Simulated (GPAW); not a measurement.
**A GW chain in GPAW: SnS2 (1T monolayer)**

Aim: the G0W0 gap of SnS2 (1T monolayer) on LDA, step by step.

Calculated with GPAW 26.7.0; LDA and many-body steps on it, plane waves.

### Step 1. The system as given

The cell holds 3 atoms: 1 Sn and 2 S. Its edges and angles: a = 3.613 Å, b = 3.613 Å, c = 13.900 Å, α = 90.0°, β = 90.0°, γ = 120.0°. Vacuum lies along c.

The structure was relaxed with LDA. The runs that relaxed it are not among those shown.

### Step 2. Ground state

This step: GPAW 26.7.0; DFT, LDA, plane waves, PAW.

The ground-state density comes first.

run.py

```python
import json
import numpy as np
from gpaw.mpi import world
from ase import Atoms
from gpaw import GPAW, PW, FermiDirac

atoms = Atoms(['Sn', 'S', 'S'],
    cell=[[3.6125503037, 0.0000000000, 0.0000000000],
      [-1.8062751518, 3.1285603354, 0.0000000000],
      [0.0000000000, 0.0000000000, 13.9000000000]],
    scaled_positions=[[0.0000000000, 0.0000000000, 0.5000000000],
      [0.3333333333, 0.6666666667, 0.6054073987],
      [0.6666666667, 0.3333333333, 0.3945926013]],
    pbc=(True, True, False))
calc = GPAW(mode=PW(450),
    xc='LDA',
    kpts={'size': (12, 12, 1), 'gamma': True},
    occupations=FermiDirac(0.001),
    nbands=-7,
    convergence={'density': 1e-6, 'bands': -3},
    maxiter=100,
    txt='gs.txt')
atoms.calc = calc
res = {'energy': atoms.get_potential_energy()}
kpts = calc.get_ibz_k_points()
res['kpts'] = kpts
res['eigenvalues'] = [calc.get_eigenvalues(kpt=k) for k in range(len(kpts))]
res['n_electrons'] = calc.get_number_of_electrons()
calc.write('gs.gpw')

if world.rank == 0:
    with open('result.json', 'w') as f:
        json.dump(res, f, default=lambda x: x.tolist())
```

Run with:

```console
$ mpirun -n 8 gpaw python run.py
```

Log:

```text
__  _  _
 | _ |_)|_||  |
 |__||  | ||/\| - 26.7.0

Input parameters:
  mode=PW(ecut=450.000000),
  convergence={'density': 1e-06, 'bands': -3},
  kpts=MonkhorstPack(size=(12, 12, 1), gamma=True),
  maxiter=100,
  nbands=-7,
  occupations=Occupations(name='fermi-dirac', width=0.001, fixmagmom=False),
  xc=XC(name='LDA')
  [... matrices ...]
Diagonalizing LCAO Hamiltonian
Converting LCAO to pw mode

         S

       Sn
            S

Atoms  # Å, Bohr magnetons
|   | symbol |         x |        y |        z |    initial magnetic moments |
| 0 |     Sn |  0.000000 | 0.000000 | 6.950000 | ( 0.0000,  0.0000,  0.0000) |
| 1 |      S | -0.000000 | 2.085707 | 8.415163 | ( 0.0000,  0.0000,  0.0000) |
| 2 |      S |  1.806275 | 1.042853 | 5.484837 | ( 0.0000,  0.0000,  0.0000) |

Unit cell  # Å
| periodic |         x |        y |         z |   lengths |     angles |
|      yes |  3.612550 | 0.000000 |  0.000000 |  3.612550 |  90.000000 |
|      yes | -1.806275 | 3.128560 |  0.000000 |  3.612550 |  90.000000 |
|       no |  0.000000 | 0.000000 | 13.900000 | 13.900000 | 120.000000 |

Number of symmetries: 12
Symmetry operations  # r_c * U_cc + t_c -> r_c
|    | kind |            matrix            |
|  0 |  σ   |  1, 1, 0,  0,-1, 0,  0, 0, 1 |
|  1 |  S6  |  1, 1, 0, -1, 0, 0,  0, 0,-1 |
|  2 |  E   |  1, 0, 0,  0, 1, 0,  0, 0, 1 |
|  3 |  C2  |  1, 0, 0, -1,-1, 0,  0, 0,-1 |
|  4 |  C2  |  0, 1, 0,  1, 0, 0,  0, 0,-1 |
|  5 |  C3  |  0, 1, 0, -1,-1, 0,  0, 0, 1 |
|  6 |  S6  |  0,-1, 0,  1, 1, 0,  0, 0,-1 |
|  7 |  σ   |  0,-1, 0, -1, 0, 0,  0, 0, 1 |
|  8 |  σ   | -1, 0, 0,  1, 1, 0,  0, 0, 1 |
|  9 |  i   | -1, 0, 0,  0,-1, 0,  0, 0,-1 |
| 10 |  C3  | -1,-1, 0,  1, 0, 0,  0, 0, 1 |
| 11 |  C2  | -1,-1, 0,  0, 1, 0,  0, 0,-1 |

BZ-sampling:
  Number of BZ points: 144
  Number of IBZ points: 19

  Monkhorst-Pack size: [12, 12, 1]
  Monkhorst-Pack shift: [0.041667, 0.041667, 0.0]

K-points  # in reciprocal-cell coordinates
|     |                                coordinates |     weight |
|   0 | ( -0.00000000,  -0.00000000,   0.00000000) | 0.00694444 |
|   1 | (  0.08333333,  -0.00000000,   0.00000000) | 0.04166667 |
|   2 | (  0.16666667,  -0.08333333,   0.00000000) | 0.04166667 |
|   3 | (  0.16666667,  -0.00000000,   0.00000000) | 0.04166667 |
|   4 | (  0.25000000,  -0.08333333,   0.00000000) | 0.08333333 |
|   5 | (  0.25000000,  -0.00000000,   0.00000000) | 0.04166667 |
|   6 | (  0.33333333,  -0.16666667,   0.00000000) | 0.04166667 |
|   7 | (  0.33333333,  -0.08333333,   0.00000000) | 0.08333333 |
|   8 | (  0.33333333,  -0.00000000,   0.00000000) | 0.04166667 |
|   9 | (  0.33333333,   0.33333333,   0.00000000) | 0.01388889 |
| ... |                                            |            |
|  18 | (  0.50000000,   0.50000000,   0.00000000) | 0.02083333 |

Plane wave coefficients: 3421
Cutoff: 450.000000 eV

Spin-components: 1 (collinear spins)
Bands:           20
Projectors:      16
Spin-degeneracy: 2
Datatype:        complex128

  Storage: CPU
  Wave functions: 20_799_680 bytes (2_599_960 per core)
  Projectors: 23_919_632 bytes (2_989_954 per core)
  [... matrices ...]
Parallelization:
  kpt:    4
  domain: 2
  band:   1

Density:
  Valence electrons: 26.0
  Components: 1
  Grid points: [18 18 70]
  Charge: 0.0  # |e|

Potential:
  Grid points: [18 18 70]

species:
  Sn:
    name:    Tin
    Z:       50.0
    valence: 14
    core:    36
    charge:  0.0  # [|e|]
    compensation charges:
      type: gauss
      rc: 0.38  # [Å]
      lmax: 2
    cutoffs:
      filter: 2.23  # [Å]
      core: 2.35  # [Å]
    projectors
    | kind |    occ | energy [eV] | rcut [Å] |
    |   5s |  2.000 |     -10.799 |    1.201 |
    |   5p |  2.000 |      -3.869 |    1.270 |
    |   4d | 10.000 |     -25.910 |    1.185 |
    |    s |        |      16.413 |    1.201 |
    |    p |        |      23.342 |    1.270 |
    |    d |        |       1.302 |    1.185 |

    Using partial waves for Sn as LCAO basis

  S:
    name:    Sulfur
    Z:       16.0
    valence: 6
    core:    10
    charge:  0.0  # [|e|]
    compensation charges:
      type: gauss
      rc: 0.24  # [Å]
      lmax: 2
    cutoffs:
      filter: 1.77  # [Å]
      core: 1.66  # [Å]
    projectors
    | kind |    occ | energy [eV] | rcut [Å] |
    |   3s |  2.000 |     -17.278 |    0.974 |
    |   3p |  4.000 |      -7.106 |    0.979 |
    |    s |        |       9.933 |    0.974 |
    |    p |        |      20.105 |    0.979 |
    |    d |        |       0.000 |    0.900 |

    Using partial waves for S as LCAO basis

Reference energy: -189514.754698  # eV

eigensolver:
  PPCG
  Converge bands: -3
  niter=2

density mixing:
  MSR1-Mixer
  Pratt-step length: 0.05
  Maximum mixing coefficient: 0.75
  Old densities: 10
  SVD Regularization: 0.005
  Good broyden scale: 1.0
  Trust region scale: 1.0
  Backstep threshold: 4.0
  History deletion threshold: 6.0
  Fourier metric: weight=20.0, sigma=0.015

occupation numbers:
  Fermi-Dirac:
    width: 0.0010  # eV

poisson solver:
  ecut: 3600.000000  # eV

xc functional:
  name: None

Initialization done in: 0.842 s

convergence criteria:
- Maximum integral of absolute [dens]ity change: 1e-06 electrons / valence electron
- Maximum [total energy] change in last 3 cyles: 0.0005 eV / valence electron
- Maximum integral of absolute [eigenst]ate change: 4e-08 eV^2 / valence electron
maximum number of iterations: 100

SCF iterations
|iter     |     time |      energy | eigst |  dens |
|iter:   1|  |  -15.584303 | +0.78 |       |
|iter:   2|  |  -15.510729 | -0.42 | -1.16 |
|iter:   3|  |  -15.189198 | -1.25 | -1.20 |
|iter:   4|  |  -15.138497 | -1.74 | -1.61 |
|iter:   5|  |  -15.135131 | -3.21 | -1.96 |
|iter:   6|  |  -15.134235c| -3.49 | -2.35 |
|iter:   7|  |  -15.134242c| -4.93 | -3.34 |
|iter:   8|  |  -15.134244c| -5.85 | -3.88 |
|iter:   9|  |  -15.134244c| -6.76 | -4.62 |
|iter:  10|  |  -15.134244c| -7.60c| -5.05 |
|iter:  11|  |  -15.134244c| -7.96c| -5.65 |
|iter:  12|  |  -15.134244c| -8.40c| -6.05c|

Converged in 12 steps
SCF loop duration: 4.553 s (0.379 s/step)
Energy contributions relative to reference atoms: (reference = -189514.754698)
  [... matrices ...]
Energy contributions:
  Kinetic:          21.345374
  Coulomb:         -19.372038
  Zero:             -0.002277
  External:          0.000000
  Xc:              -17.105303
  Entropy:          -0.000000
  Spinorbit:         0.000000
  ----------------------------
  Free energy:     -15.134244
  Extrapolated:    -15.134244

dipole moment: (-6.049859, -10.478663, 0.000011)  # |e|*Ang

Fermi level: -1.122
Eigenvalues  # (at kpt = [-0.000, -0.000, 0.000])
| band index |      eig [eV] | occ [0-2] |
|          0 |       -22.773 |     2.000 |
|        ... |               |           |
|          5 |       -15.800 |     2.000 |
|          6 |       -13.880 |     2.000 |
|          7 |        -7.086 |     2.000 |
|          8 |        -3.037 |     2.000 |
|          9 |        -2.569 |     2.000 |
|         10 |        -2.569 |     2.000 |
|         11 |        -2.130 |     2.000 |
|         12 |        -2.130 |     2.000 |
|         13 |         0.432 |     0.000 |
|         14 |         1.672 |     0.000 |
|         15 |         3.332 |     0.000 |
|         16 |         3.332 |     0.000 |
|         17 |         4.296 |     0.000 |
|         18 |         4.716 |     0.000 |
|         19 |         6.332 |     0.000 |

Gap: 1.482 eV
Transition (v -> c):
  (s=0, k=3, n=12, [0.17, -0.00, 0.00]) -> (s=0, k=18, n=13, [0.50, 0.50, 0.00])
Direct/indirect transitions are different
Direct gap: 1.760 eV
Transition at: (s=0, k=18, n=12, [0.50, 0.50, 0.00])
vacuum-level: 4.839  # V
# Writing to gs.gpw (mode='')
  [... matrices ...]
```

Wall time 7.4 s (8 MPI ranks of Arm Neoverse V2, shared host); peak memory 1.2 GiB.

Numbers from this step:

```yaml
total_energy: -15.13 eV
gap: 1.482 eV
k_of_the_valence_top: 0.1667, 0, 0
k_of_the_conduction_bottom: 0.5, 0.5, 0
least_direct_gap: 1.760 eV
```

The gap is indirect, with the least direct gap 0.28 eV higher.

### Step 3. Bands along the symmetry lines

Levels along a band path, at the cheap level, show where the edges lie and whether the meshes to come will hold them.

run.py

```python
import json
import numpy as np
from gpaw.mpi import world
from gpaw import GPAW

path = [[0.000000, 0.000000, 0.000000],
    [0.062500, 0.000000, 0.000000],
    [0.125000, 0.000000, 0.000000],
    [0.187500, 0.000000, 0.000000],
    [0.250000, 0.000000, 0.000000],
    [0.312500, 0.000000, 0.000000],
    [0.375000, 0.000000, 0.000000],
    [0.437500, 0.000000, 0.000000],
    [0.500000, 0.000000, 0.000000],
    [0.479167, 0.041667, 0.000000],
    [0.458333, 0.083333, 0.000000],
    [0.437500, 0.125000, 0.000000],
    [0.416667, 0.166667, 0.000000],
    [0.395833, 0.208333, 0.000000],
    [0.375000, 0.250000, 0.000000],
    [0.354167, 0.291667, 0.000000],
    [0.333333, 0.333333, 0.000000],
    [0.291667, 0.291667, 0.000000],
    [0.250000, 0.250000, 0.000000],
    [0.208333, 0.208333, 0.000000],
    [0.166667, 0.166667, 0.000000],
    [0.125000, 0.125000, 0.000000],
    [0.083333, 0.083333, 0.000000],
    [0.041667, 0.041667, 0.000000],
    [0.000000, 0.000000, 0.000000]]
calc = GPAW('gs.gpw').fixed_density(kpts=path,
    symmetry='off',
    nbands=23,
    convergence={'bands': 19},
    txt='bands.txt')
res = {}
kpts = calc.get_ibz_k_points()
res['kpts'] = kpts
res['eigenvalues'] = [calc.get_eigenvalues(kpt=k) for k in range(len(kpts))]
res['n_electrons'] = calc.get_number_of_electrons()

if world.rank == 0:
    with open('result.json', 'w') as f:
        json.dump(res, f, default=lambda x: x.tolist())
```

Run with:

```console
$ mpirun -n 8 gpaw python run.py
```

Log:

```text
Diagonalizing LCAO Hamiltonian
Converting LCAO to pw mode
convergence criteria:
- Maximum integral of absolute [eigenst]ate change: 4e-08 eV^2 / valence electron
maximum number of iterations: 100

SCF iterations
|iter     |     time |      energy | eigst |  dens |
|iter:   1|  |             | +1.66 |       |
|iter:   2|  |             | +0.25 |       |
|iter:   3|  |             | -0.82 |       |
[...]
|iter:  13|  |             | -6.80 |       |
|iter:  14|  |             | -7.29 |       |
|iter:  15|  |             | -7.82c|       |
SCF steps: 15
  __  _  _
 | _ |_)|_||  |
 |__||  | ||/\| - 26.7.0

Input parameters:
  mode=PW(ecut=450.000000),
  convergence={'bands': 19},
  gpts=array([18, 18, 70]),
  kpts=KPoints(kpts=array([[0.      , 0.      , 0.      ],
         [0.0625  , 0.      , 0.      ],
         [0.125   , 0.      , 0.      ],
         [0.1875  , 0.      , 0.      ],
[...]
[0.479167, 0.041667, 0.      ],
         [0.458333, 0.083333, 0.      ],
[...]
[0.416667, 0.166667, 0.      ],
[...]
[0.25    , 0.25    , 0.      ],
[...]
[0.125   , 0.125   , 0.      ],
         [0.083333, 0.083333, 0.      ],
         [0.041667, 0.041667, 0.      ],
         [0.      , 0.      , 0.      ]])),
  maxiter=100,
  nbands=23,
  occupations=Occupations(name='fermi-dirac', width=0.001, fixmagmom=False),
  parallel={},
  symmetry=Symmetry(point_group=False, time_reversal=False),
  xc=XC(name='LDA')
  [... matrices ...]
timing:  # [seconds]
  Total: 0.029  # ━━━━━━━━━━━━━━━━━━━━━━━━━━━━━━━━━━━━━━━━━━━━━━━━━━━━━━━━━━━
```

Wall time 9.8 s (8 MPI ranks); peak memory 1.3 GiB.

Numbers from this step:

```yaml
gap: 1.475 eV
k_of_the_valence_top: 0.125, 0, 0
k_of_the_conduction_bottom: 0.5, 0, 0
least_direct_gap: 1.760 eV
```

The gap is 1.475 eV, −0.007 eV from the run before at this level.

The electronic bands at the labelled points (eV, zero at the top of the highest filled band):

| point | band 10 | band 11 | band 12 | band 13 | band 14 | band 15 | band 16 | band 17 |
| --- | --- | --- | --- | --- | --- | --- | --- | --- |
| Γ | -0.53 | -0.53 | -0.09 | -0.09 | 2.48 | 3.72 | 5.38 | 5.38 |
| halfway | -1.85 | -1.68 | -0.70 | -0.08 | 2.58 | 4.85 | 6.13 | 6.42 |
| M | -2.39 | -2.18 | -0.58 | -0.29 | 1.47 | 4.62 | 6.12 | 6.22 |
| halfway | -3.25 | -2.49 | -0.82 | -0.53 | 2.31 | 5.74 | 6.11 | 6.57 |
| K | -3.78 | -3.39 | -0.73 | -0.73 | 2.67 | 6.06 | 6.06 | 7.60 |
| halfway | -2.87 | -1.38 | -0.91 | -0.40 | 2.95 | 5.50 | 5.93 | 6.30 |
| Γ | -0.53 | -0.53 | -0.09 | -0.09 | 2.48 | 3.72 | 5.38 | 5.38 |

### Step 4. Empty states on the mesh, 9×9×1 mesh, 265 bands

The sums over transitions need many empty states on a uniform mesh; this step solves for them.

run.py

```python
import json
import numpy as np
from gpaw.mpi import world
from gpaw import GPAW

calc = GPAW('gs.gpw').fixed_density(kpts={'size': (9, 9, 1), 'gamma': True},
    parallel={'domain': 1, 'band': 1},
    txt='nscf.txt')
calc.diagonalize_full_hamiltonian(nbands=265)
calc.write('full.gpw', mode='all')
res = {}
kpts = calc.get_ibz_k_points()
res['kpts'] = kpts
res['eigenvalues'] = [calc.get_eigenvalues(kpt=k) for k in range(len(kpts))]
res['n_electrons'] = calc.get_number_of_electrons()

if world.rank == 0:
    with open('result.json', 'w') as f:
        json.dump(res, f, default=lambda x: x.tolist())
```

Run with:

```console
$ mpirun -n 8 gpaw python run.py
```

Log:

```text
Diagonalizing LCAO Hamiltonian
Converting LCAO to pw mode
convergence criteria:
- Maximum integral of absolute [eigenst]ate change: 4e-08 eV^2 / valence electron
maximum number of iterations: 100

SCF iterations
|iter     |     time |      energy | eigst |  dens |
|iter:   1|  |             | +0.79 |       |
|iter:   2|  |             | -0.51 |       |
|iter:   3|  |             | -1.56 |       |
[...]
|iter:  10|  |             | -6.57 |       |
|iter:  11|  |             | -7.21 |       |
|iter:  12|  |             | -7.89c|       |
SCF steps: 12
  __  _  _
 | _ |_)|_||  |
 |__||  | ||/\| - 26.7.0

Input parameters:
  mode=PW(ecut=450.000000),
  convergence={'density': 1e-06, 'bands': -3},
  gpts=array([18, 18, 70]),
  kpts=MonkhorstPack(size=(9, 9, 1), gamma=True),
  maxiter=100,
  nbands=20,
  occupations=Occupations(name='fermi-dirac', width=0.001, fixmagmom=False),
  parallel={'domain': 1, 'band': 1},
  xc=XC(name='LDA')
Matrix size: 3421x3421
# Writing to full.gpw (mode='all')
  [... matrices ...]

timing:  # [seconds]
  Total: 92.545  # ━━━━━━━━━━━━━━━━━━━━━━━━━━━━━━━━━━━━━━━━━━━━━━━━━━━━━━━━━━
```

The job ended after 98 s (8 MPI ranks; peak memory 7.1 GiB; 12 min of CPU time).

Read from the output:

```
gap                                                           : 1.542 eV
k of the valence top                                          : 0.1111, 0, 0
k of the conduction bottom                                    : 0.4444, 0, 0
least direct gap                                              : 1.811 eV
k points computed                                             : 12
lowest point of the top converged band, above the valence top : 76.9312 eV
```

On this mesh the gap is 1.542 eV. The earlier step found 1.482 eV, so this mesh misses an edge.

(Part 1 of 2 ends here.)

[Long decimals in the printed logs are rounded to 6 places.]

[Logs are printed without paths, hosts, clocks, repeated set-up lines and the standing remarks that a program may print on its own settings, such as how far it seeks lower states.]

[Paths, hosts, dates, memory and timing lines, banners, echoed tables and standing remarks are left out of the program output; an Ansatz launch command may be rebuilt from the run's recorded settings. Measured values are a selection of at most five: reports struck by readers or far from the other reports are left out. None is set beside runs whose start may be inverted or whose files or cutoffs have a known fault.]

[Runs of the session that timed out or met a known fault of the program may be left out.]

[Hosts, paths, dates, database ids (printed as entryN), source tags and the programs' standing remarks are cut or masked in the printed files.]

[Where the starting crystal was built by hand or by swapping elements, it need not be the compound's stable phase.]
